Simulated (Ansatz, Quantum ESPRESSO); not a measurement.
# MgZrO3 (Pm-3m): zone-centre phonons, part 2 of 3

Aim: the zone-centre modes of MgZrO3 (Pm-3m).

Quantum ESPRESSO 7.5; DFT LDA, scalar-relativistic, plane waves, GBRV ultrasoft pseudopotentials.

So far. Step 4 (Relaxing the cell and atoms): Little changed from the start: no atom moved by 0.005 Å and no cell edge by 0.1 %. Step 5 (Self-consistent run for the response): The cell stands at 0.070 GPa, close enough for phonons. The relaxed cell has a = 4.044 Å (conventional setting).

The structure was built from a prototype and need not be the compound's stable phase.

### 6. Linear response at Γ

At q = 0 one unit cell holds all displacements; symmetry groups them into irreducible representations that are solved one by one. The response to a field gives ε∞ and the Born charges, which polar modes need.

The input, ph.in:

```
phonons
&inputph
   prefix = 'x'
   outdir = './tmp'
   fildyn = 'g.dyn'
   tr2_ph = 1.0d-18
   epsil = .true.
/
0.000000000000 0.000000000000 0.000000000000
```

The run is started by

```
> OMP_NUM_THREADS=1 mpirun -n 4 ph.x -nk 4 -in ph.in > ph.out
```

The log of the run:

```text
[banners, grids, parts of the stress and lines that vanish by symmetry left out]
[banner, memory and clock lines left out]
Program PHONON v.7.5

     ./tmp/x.save/

     IMPORTANT: XC functional enforced from input :
     Exchange-correlation= PZ
                           (   1   1   0   0   0   0   0)
     Any further DFT definition will be discarded
     Please, verify this is what you really want

     G-vector sticks info

     Check: negative core charge=   -0.000003

     negative rho (up, down):  6.354E-02 0.000E+00
     Reading collected, re-writing distributed wavefunctions in ./tmp/

     Number and degeneracy of irreps per q-point
       N         xq(1)         xq(2)         xq(3)   N irreps
       1   0.000000000   0.000000000   0.000000000       5
        3   3   3   3   3

     Calculation of q =    0.0000000   0.0000000   0.0000000

     phonons

     bravais-lattice index     =            1
     lattice parameter (alat)  =       7.6418  a.u.
     unit-cell volume          =     446.2622 (a.u.)^3
     number of atoms/cell      =            5
     number of atomic types    =            3
     kinetic-energy cut-off    =      45.0000  Ry
     charge density cut-off    =     270.0000  Ry
     convergence threshold     =      1.0E-18
     beta                      =       0.7000
     number of iterations used =            4
     Exchange-correlation= PZ
                           (   1   1   0   0   0   0   0)

     celldm(1)=    7.64182  celldm(2)=    0.00000  celldm(3)=    0.00000
     celldm(4)=    0.00000  celldm(5)=    0.00000  celldm(6)=    0.00000

     crystal axes: (cart. coord. in units of alat)
               a(1) = (  1.0000  0.0000  0.0000 )
               a(2) = (  0.0000  1.0000  0.0000 )
               a(3) = (  0.0000  0.0000  1.0000 )

     reciprocal axes: (cart. coord. in units 2 pi/alat)
               b(1) = (  1.0000  0.0000  0.0000 )
               b(2) = (  0.0000  1.0000  0.0000 )
               b(3) = (  0.0000  0.0000  1.0000 )

     Atoms inside the unit cell:

     Cartesian axes

     site n.  atom      mass           positions (alat units)
        1  Mg     24.3050   tau(    1) = (    0.00000    0.00000    0.00000  )
        2  Zr     91.2240   tau(    2) = (    0.50000    0.50000    0.50000  )
        3  O      15.9990   tau(    3) = (    0.00000    0.50000    0.50000  )
        4  O      15.9990   tau(    4) = (    0.50000    0.00000    0.50000  )
        5  O      15.9990   tau(    5) = (    0.50000    0.50000    0.00000  )

     Computing dynamical matrix for
                    q = (   0.0000000   0.0000000   0.0000000 )

     49 Sym.Ops. (with q -> -q+G )

     G cutoff =  399.3902  (  33371 G-vectors)     FFT grid: ( 40, 40, 40)
     G cutoff =  266.2601  (  18277 G-vectors)  smooth grid: ( 36, 36, 36)
     number of k points=    20
                       cart. coord. in units 2pi/alat
        k(    1) = (   0.0000000   0.0000000   0.0000000), wk =   0.0092593
        k(    2) = (   0.0000000   0.0000000   0.1666667), wk =   0.0555556
        k(    3) = (   0.0000000   0.0000000   0.3333333), wk =   0.0555556
        [... further k-points left out ...]

     PseudoPot. # 1 for Mg read from file:
     ./pseudo/Mg.upf
     Pseudo is Ultrasoft, Zval = 10.0

     PseudoPot. # 2 for Zr read from file:
     ./pseudo/Zr.upf
     Pseudo is Ultrasoft + core correction, Zval = 12.0

     PseudoPot. # 3 for O  read from file:
     ./pseudo/O.upf
     Pseudo is Ultrasoft + core correction, Zval =  6.0

     Mode symmetry, O_h (m-3m)  point group:

     Electric field:
     Dielectric constant
     Born effective charges as d Force / d E

     Atomic displacements:
     There are    5 irreducible representations

     Representation     1      3 modes -  To be done

     Representation     2      3 modes -  To be done

     Representation     3      3 modes -  To be done

     Representation     4      3 modes -  To be done

     Representation     5      3 modes -  To be done

     Alpha used in Ewald sum =   2.5000

     negative rho (up, down):  6.354E-02 0.000E+00

     Electric Fields Calculation

      iter #   1   av.it.:   8.1
      thresh= 1.000E-02 alpha_mix =  0.700 |ddv_scf|^2 =  1.044E-07

      [... iterations left out ...]
      iter #   8   av.it.:  15.1
      thresh= 3.880E-10 alpha_mix =  0.700 |ddv_scf|^2 =  1.273E-19

     End of electric fields calculation

          Dielectric constant in cartesian axis

          (       5.328718141       0.000000000       0.000000000 )
          (       0.000000000       5.328718141       0.000000000 )
          (       0.000000000       0.000000000       5.328718141 )

          Effective charges (d Force / dE) in cartesian axis without acoustic sum rule applied (asr)

           atom    1  Mg    Mean Z*:        2.68937
      Ex  (        2.68937        0.00000        0.00000 )
      Ey  (        0.00000        2.68937        0.00000 )
      Ez  (        0.00000        0.00000        2.68937 )
           atom    2  Zr    Mean Z*:        5.79821
      Ex  (        5.79821        0.00000        0.00000 )
      Ey  (        0.00000        5.79821        0.00000 )
      Ez  (        0.00000        0.00000        5.79821 )
           atom    3  O     Mean Z*:       -2.83882
      Ex  (       -4.93187        0.00000        0.00000 )
      Ey  (        0.00000       -1.79229        0.00000 )
      Ez  (        0.00000        0.00000       -1.79229 )
           atom    4  O     Mean Z*:       -2.83882
      Ex  (       -1.79229        0.00000        0.00000 )
      Ey  (        0.00000       -4.93187        0.00000 )
      Ez  (        0.00000        0.00000       -1.79229 )
           atom    5  O     Mean Z*:       -2.83882
      Ex  (       -1.79229        0.00000        0.00000 )
      Ey  (        0.00000       -1.79229        0.00000 )
      Ez  (        0.00000        0.00000       -4.93187 )

          Effective charges Sum: Mean:       -0.02888
             -0.02888        0.00000        0.00000
              0.00000       -0.02888        0.00000
              0.00000        0.00000       -0.02888

          Effective charges (d Force / dE) in cartesian axis with asr applied:
           atom    1  Mg    Mean Z*:        2.69514
      E*x (        2.69514        0.00000        0.00000 )
      E*y (        0.00000        2.69514        0.00000 )
      E*z (        0.00000        0.00000        2.69514 )
           atom    2  Zr    Mean Z*:        5.80398
      E*x (        5.80398        0.00000        0.00000 )
      E*y (        0.00000        5.80398        0.00000 )
      E*z (        0.00000        0.00000        5.80398 )
           atom    3  O     Mean Z*:       -2.83304
      E*x (       -4.92609        0.00000        0.00000 )
      E*y (        0.00000       -1.78652        0.00000 )
      E*z (        0.00000        0.00000       -1.78652 )
           atom    4  O     Mean Z*:       -2.83304
      E*x (       -1.78652        0.00000        0.00000 )
      E*y (        0.00000       -4.92609        0.00000 )
      E*z (        0.00000        0.00000       -1.78652 )
           atom    5  O     Mean Z*:       -2.83304
      E*x (       -1.78652        0.00000        0.00000 )
      E*y (        0.00000       -1.78652        0.00000 )
      E*z (        0.00000        0.00000       -4.92609 )

     Representation #   1 modes #   1   2   3

     Self-consistent Calculation

      iter #   1   av.it.:   7.8
      thresh= 1.000E-02 alpha_mix =  0.700 |ddv_scf|^2 =  7.672E-07

      [... iterations left out ...]
      iter #   8   av.it.:  16.3
      thresh= 2.467E-10 alpha_mix =  0.700 |ddv_scf|^2 =  5.926E-20

     End of self-consistent calculation

     Convergence has been achieved

     Representation #   2 modes #   4   5   6

     Self-consistent Calculation

      iter #   1   av.it.:   8.1
      thresh= 1.000E-02 alpha_mix =  0.700 |ddv_scf|^2 =  1.487E-06

      [... iterations left out ...]
      iter #   8   av.it.:  15.4
      thresh= 2.717E-10 alpha_mix =  0.700 |ddv_scf|^2 =  9.517E-20

     End of self-consistent calculation

     Convergence has been achieved

     Representation #   3 modes #   7   8   9

     Self-consistent Calculation

      iter #   1   av.it.:   7.1
      thresh= 1.000E-02 alpha_mix =  0.700 |ddv_scf|^2 =  1.572E-06

      [... iterations left out ...]
      iter #   9   av.it.:  15.7
      thresh= 2.763E-10 alpha_mix =  0.700 |ddv_scf|^2 =  1.500E-20

     End of self-consistent calculation

     Convergence has been achieved

     Representation #   4 modes #  10  11  12

     Self-consistent Calculation

      iter #   1   av.it.:   7.5
      thresh= 1.000E-02 alpha_mix =  0.700 |ddv_scf|^2 =  9.310E-07

      [... iterations left out ...]
      iter #   8   av.it.:  15.7
      thresh= 2.317E-10 alpha_mix =  0.700 |ddv_scf|^2 =  1.355E-19

     End of self-consistent calculation

     Convergence has been achieved

     Representation #   5 modes #  13  14  15

     Self-consistent Calculation

      iter #   1   av.it.:   7.3
      thresh= 1.000E-02 alpha_mix =  0.700 |ddv_scf|^2 =  3.333E-07

      [... iterations left out ...]
      iter #   6   av.it.:  15.6
      thresh= 1.284E-09 alpha_mix =  0.700 |ddv_scf|^2 =  7.953E-19

     End of self-consistent calculation

     Convergence has been achieved

     Number of q in the star =    1
     List of q in the star:
          1   0.000000000   0.000000000   0.000000000

          Dielectric constant in cartesian axis

          (       5.328718141       0.000000000       0.000000000 )
          (       0.000000000       5.328718141       0.000000000 )
          (       0.000000000       0.000000000       5.328718141 )

          Effective charges (d Force / dE) in cartesian axis without acoustic sum rule applied (asr)

           atom    1  Mg    Mean Z*:        2.68937
      Ex  (        2.68937        0.00000        0.00000 )
      Ey  (        0.00000        2.68937        0.00000 )
      Ez  (        0.00000        0.00000        2.68937 )
           atom    2  Zr    Mean Z*:        5.79821
      Ex  (        5.79821        0.00000        0.00000 )
      Ey  (        0.00000        5.79821        0.00000 )
      Ez  (        0.00000        0.00000        5.79821 )
           atom    3  O     Mean Z*:       -2.83882
      Ex  (       -4.93187        0.00000        0.00000 )
      Ey  (        0.00000       -1.79229        0.00000 )
      Ez  (        0.00000        0.00000       -1.79229 )
           atom    4  O     Mean Z*:       -2.83882
      Ex  (       -1.79229        0.00000        0.00000 )
      Ey  (        0.00000       -4.93187        0.00000 )
      Ez  (        0.00000        0.00000       -1.79229 )
           atom    5  O     Mean Z*:       -2.83882
      Ex  (       -1.79229        0.00000        0.00000 )
      Ey  (        0.00000       -1.79229        0.00000 )
      Ez  (        0.00000        0.00000       -4.93187 )

          Effective charges Sum: Mean:       -0.02888
             -0.02888        0.00000        0.00000
              0.00000       -0.02888        0.00000
              0.00000        0.00000       -0.02888

          Effective charges (d Force / dE) in cartesian axis with asr applied:
           atom    1  Mg    Mean Z*:        2.69514
      E*x (        2.69514        0.00000        0.00000 )
      E*y (        0.00000        2.69514        0.00000 )
      E*z (        0.00000        0.00000        2.69514 )
           atom    2  Zr    Mean Z*:        5.80398
      E*x (        5.80398        0.00000        0.00000 )
      E*y (        0.00000        5.80398        0.00000 )
      E*z (        0.00000        0.00000        5.80398 )
           atom    3  O     Mean Z*:       -2.83304
      E*x (       -4.92609        0.00000        0.00000 )
      E*y (        0.00000       -1.78652        0.00000 )
      E*z (        0.00000        0.00000       -1.78652 )
           atom    4  O     Mean Z*:       -2.83304
      E*x (       -1.78652        0.00000        0.00000 )
      E*y (        0.00000       -4.92609        0.00000 )
      E*z (        0.00000        0.00000       -1.78652 )
           atom    5  O     Mean Z*:       -2.83304
      E*x (       -1.78652        0.00000        0.00000 )
      E*y (        0.00000       -1.78652        0.00000 )
      E*z (        0.00000        0.00000       -4.92609 )

     Diagonalizing the dynamical matrix

     q = (    0.000000000   0.000000000   0.000000000 )

 **************************************************************************
     freq (    1) =      -8.051671 [THz] =    -268.574819 [cm-1]
     freq (    2) =      -8.051671 [THz] =    -268.574819 [cm-1]
     freq (    3) =      -8.051671 [THz] =    -268.574819 [cm-1]
     freq (    4) =      -7.041637 [THz] =    -234.883723 [cm-1]
     freq (    5) =      -7.041637 [THz] =    -234.883723 [cm-1]
     freq (    6) =      -7.041637 [THz] =    -234.883723 [cm-1]
     freq (    7) =      -0.261493 [THz] =      -8.722455 [cm-1]
     freq (    8) =      -0.261493 [THz] =      -8.722455 [cm-1]
     freq (    9) =      -0.261493 [THz] =      -8.722455 [cm-1]
     freq (   10) =       5.381653 [THz] =     179.512609 [cm-1]
     freq (   11) =       5.381653 [THz] =     179.512609 [cm-1]
     freq (   12) =       5.381653 [THz] =     179.512609 [cm-1]
     freq (   13) =      20.019404 [THz] =     667.775444 [cm-1]
     freq (   14) =      20.019404 [THz] =     667.775444 [cm-1]
     freq (   15) =      20.019404 [THz] =     667.775444 [cm-1]
 **************************************************************************

     Mode symmetry, O_h (m-3m)  point group:

     freq (   1-   3) =       -268.6  [cm-1]   --> T_1u G_15  G_4- I
     freq (   4-   6) =       -234.9  [cm-1]   --> T_2u G_25  G_5-
     freq (   7-   9) =         -8.7  [cm-1]   --> T_1u G_15  G_4- I
     freq (  10-  12) =        179.5  [cm-1]   --> T_1u G_15  G_4- I
     freq (  13-  15) =        667.8  [cm-1]   --> T_1u G_15  G_4- I
```

Run time: 5.1 min. Hardware: 4 MPI ranks of Arm Neoverse V2, shared host; 21 min of CPU time.

Numbers from this step:

| Quantity | Value |
| --- | --- |
| miss of the charge sum rule | 0.02887 e |
| largest acoustic frequency at the zone centre before the sum rule | -8.72 cm⁻¹ |
| highest optical zone-centre mode (no LO-TO term) | 667.8 cm⁻¹ |
| lowest optical zone-centre mode | -268.6 cm⁻¹ |
| mean high-frequency dielectric constant | 5.329 |
| largest Born charge in size (third of the trace) | 5.798 e |

Born charge (rows field, columns displacement), before the sum rule (e), principal values of the symmetric part by kind of site:

```csv
atom,atoms with these values,low,middle,high,mean
Mg1,1,2.69,2.69,2.69,2.69
Zr2,1,5.80,5.80,5.80,5.80
O3,3,-4.93,-1.79,-1.79,-2.84
```

In full for Zr2:

```
5.80 0.00 0.00
0.00 5.80 0.00
0.00 0.00 5.80
```

High-frequency dielectric tensor:

```
5.33 0.00 0.00
0.00 5.33 0.00
0.00 0.00 5.33
```

The acoustic modes at Γ come out as far as 8.7 cm⁻¹ from zero, where they should vanish, a small numerical error; the Born charges miss their sum rule by 0.029 e, which is fair. The lowest optical mode is imaginary, 269i cm⁻¹, an instability at this level and on this k mesh.

### 7. Modes with the sum rule

A rigid shift of the crystal must cost nothing, but grids and finite bases break this; the acoustic sum rule is imposed before the matrix is diagonalised again. With Born charges the intensities follow; a static dielectric tensor has no meaning with imaginary modes.

The input, dynmat.in:

```
&input
   fildyn = 'g.dyn'
   asr = 'simple'
   fileig = 'dynmat.eig'
   lperm = .true.
/
```

The run is started by

```
> dynmat.x -in dynmat.in > dynmat.out
```

The log of the run:

```text
[banner, memory and clock lines left out]
Program DYNMAT v.7.5

     Reading Dynamical Matrix from file g.dyn
     ...Force constants read
     ...epsilon and Z* read
     A direction for q was not specified:TO-LO splitting will be absent

     Polarizability (A^3 units)
     multiply by 0.409349 for Clausius-Mossotti correction
        22.779432    0.000000    0.000000
         0.000000   22.779432    0.000000
         0.000000    0.000000   22.779432

     IR activities are in (D/A)^2/amu units

# mode   [cm-1]    [THz]      IR
    1   -268.31   -8.0436   22.4857
    2   -268.31   -8.0436   22.4857
    3   -268.31   -8.0436   22.4857
    4   -234.53   -7.0312    0.0000
    5   -234.53   -7.0312    0.0000
    6   -234.53   -7.0312    0.0000
    7     -0.00   -0.0000    0.0000
    8     -0.00   -0.0000    0.0000
    9      0.00    0.0000    0.0000
   10    179.80    5.3902    4.1122
   11    179.80    5.3902    4.1122
   12    179.80    5.3902    4.1122
   13    667.85   20.0216   33.0145
   14    667.85   20.0216   33.0145
   15    667.85   20.0216   33.0145

Electronic dielectric permittivity tensor (relative, adimensional)
         5.328718    0.000000    0.000000
         0.000000    5.328718    0.000000
         0.000000    0.000000    5.328718

 ... with zone-center polar mode contributions
        11.818757   -0.000000    0.000000
        -0.000000   11.818757   -0.000000
         0.000000   -0.000000   11.818757

[end of the log left out, with the tail of the file of modes that dynmat.x writes under the same name]
```

Wall time 0.47 s (1 thread).

Read from the output:

```yaml
highest_optical_zone_centre_mode_no_lo_to_term: 667.9 cm⁻¹
lowest_optical_zone_centre_mode: -268.3 cm⁻¹
```

Unit eigenvectors of the mass-weighted matrix after the sum rule; no LO-TO term. The modes at Γ (shares of kinetic energy by element, %) (negative means imaginary):

| mode | frequency (cm⁻¹) | Mg % | Zr % | O % |
| --- | --- | --- | --- | --- |
| 1 | -268.3 | 56 | 0 | 44 |
| 2 | -268.3 | 56 | 0 | 44 |
| 3 | -268.3 | 56 | 0 | 44 |
| 4 | -234.5 | 0 | 0 | 100 |
| 5 | -234.5 | 0 | 0 | 100 |
| 6 | -234.5 | 0 | 0 | 100 |
| 7 | 0.0 | 15 | 56 | 29 |
| 8 | 0.0 | 15 | 56 | 29 |
| 9 | 0.0 | 15 | 56 | 29 |
| 10 | 179.8 | 29 | 38 | 33 |
| 11 | 179.8 | 29 | 38 | 33 |
| 12 | 179.8 | 29 | 38 | 33 |
| 13 | 667.8 | 0 | 6 | 94 |
| 14 | 667.8 | 0 | 6 | 94 |
| 15 | 667.8 | 0 | 6 | 94 |

Displacements in mode 1 (-268.3 cm⁻¹), the largest set to 1:
```
Mg1  0.00  0.03  1.00
Zr2  0.00  0.00  0.03
O3   0.00 -0.02 -0.77
O4   0.00  0.00 -0.77
O5   0.00 -0.02 -0.18
```

Displacements in mode 5 (-234.5 cm⁻¹), the largest set to 1:
```
Mg1  0.00  0.00  0.00
Zr2  0.00  0.00  0.00
O3   0.00 -0.04  0.01
O4   1.00  0.00 -0.01
O5  -1.00  0.04  0.00
```

Degenerate modes summed, no LO-TO term; imaginary modes left out. Lines of the infrared spectrum (strongest = 100):

```csv
position (cm⁻¹),lines merged,"IR intensity, relative"
180,3,12
668,3,100
```

The rule also moves an optical mode by 0.3 cm⁻¹.

### 8. Sum rules set otherwise: a sum rule for molecules or wires on a crystal

This rule also removes rotations, which suits wires and not a crystal; it is tried to see the harm.

The input, dynmat.in:

```
&input
   fildyn = 'g.dyn'
   asr = 'one-dim'
   fileig = 'dynmat.eig'
   lperm = .true.
/
```

The run is started by

```
> dynmat.x -in dynmat.in > dynmat.out
```

The log of the run:

```text
[banner, memory and clock lines left out]
Program DYNMAT v.7.5

     Reading Dynamical Matrix from file g.dyn
     ...Force constants read
     ...epsilon and Z* read
asr rotation axis in 1D system=    3
     Acoustic Sum Rule: || Z*(ASR) - Z*(orig)|| =    8.297620E-01
     Acoustic Sum Rule: ||dyn(ASR) - dyn(orig)||=    1.654263E-01
     A direction for q was not specified:TO-LO splitting will be absent

     Polarizability (A^3 units)
     multiply by 0.409349 for Clausius-Mossotti correction
        22.779432    0.000000    0.000000
         0.000000   22.779432    0.000000
         0.000000    0.000000   22.779432

     IR activities are in (D/A)^2/amu units

# mode   [cm-1]    [THz]      IR
    1   -268.57   -8.0516   22.4847
    2   -268.57   -8.0516   22.4847
    3   -264.94   -7.9426   18.9633
    4   -234.88   -7.0416    0.0000
    5   -234.88   -7.0416    0.0000
    6     -0.00   -0.0000    0.0000
    7     -0.00   -0.0000    0.0000
    8      0.00    0.0000    0.0000
    9      0.00    0.0000    0.0000
   10     99.18    2.9733    5.9442
   11    179.63    5.3850    4.1108
   12    179.63    5.3850    4.1108
   13    632.69   18.9676   30.5281
   14    667.77   20.0193   33.0169
   15    667.77   20.0193   33.0169

Electronic dielectric permittivity tensor (relative, adimensional)
         5.328718    0.000000    0.000000
         0.000000    5.328718    0.000000
         0.000000    0.000000    5.328718

 ... with zone-center polar mode contributions
        19.551939   -7.726028    0.000000
        -7.726028   19.551939    0.000000
         0.000000    0.000000   11.825911

[end of the log left out, with the tail of the file of modes that dynmat.x writes under the same name]
```

The job ended after 0.47 s (1 thread).

The run ended normally, but on settings that are not sound.

The fault: a sum rule for molecules or wires on a crystal; 1 optical mode is projected out to zero frequency, as if it were a rotation.

For a crystal the rule has to be 'simple' or 'crystal'.

Zone-centre frequencies as printed; negative means imaginary. Modes:

| mode | frequency (cm⁻¹) |
| --- | --- |
| 1 | -268.6 |
| 2 | -268.6 |
| 3 | -264.9 |
| 4 | -234.9 |
| 5 | -234.9 |
| 6 | 0 |
| 7 | 0 |
| 8 | 0 |
| 9 | 0 |
| 10 | 99.18 |
| 11 | 179.6 |
| 12 | 179.6 |
| 13 | 632.7 |
| 14 | 667.8 |
| 15 | 667.8 |

(Part 2 of 3 ends here.)

[Host names and launcher messages were left out of these logs when they were recorded.]

[Logs are printed without paths, hosts, clocks, repeated set-up lines and the standing remarks that a program may print on its own settings, such as how far it seeks lower states.]

[Hosts, paths, dates, database ids (printed as entryN), source tags and the programs' standing remarks are cut or masked in the printed files.]
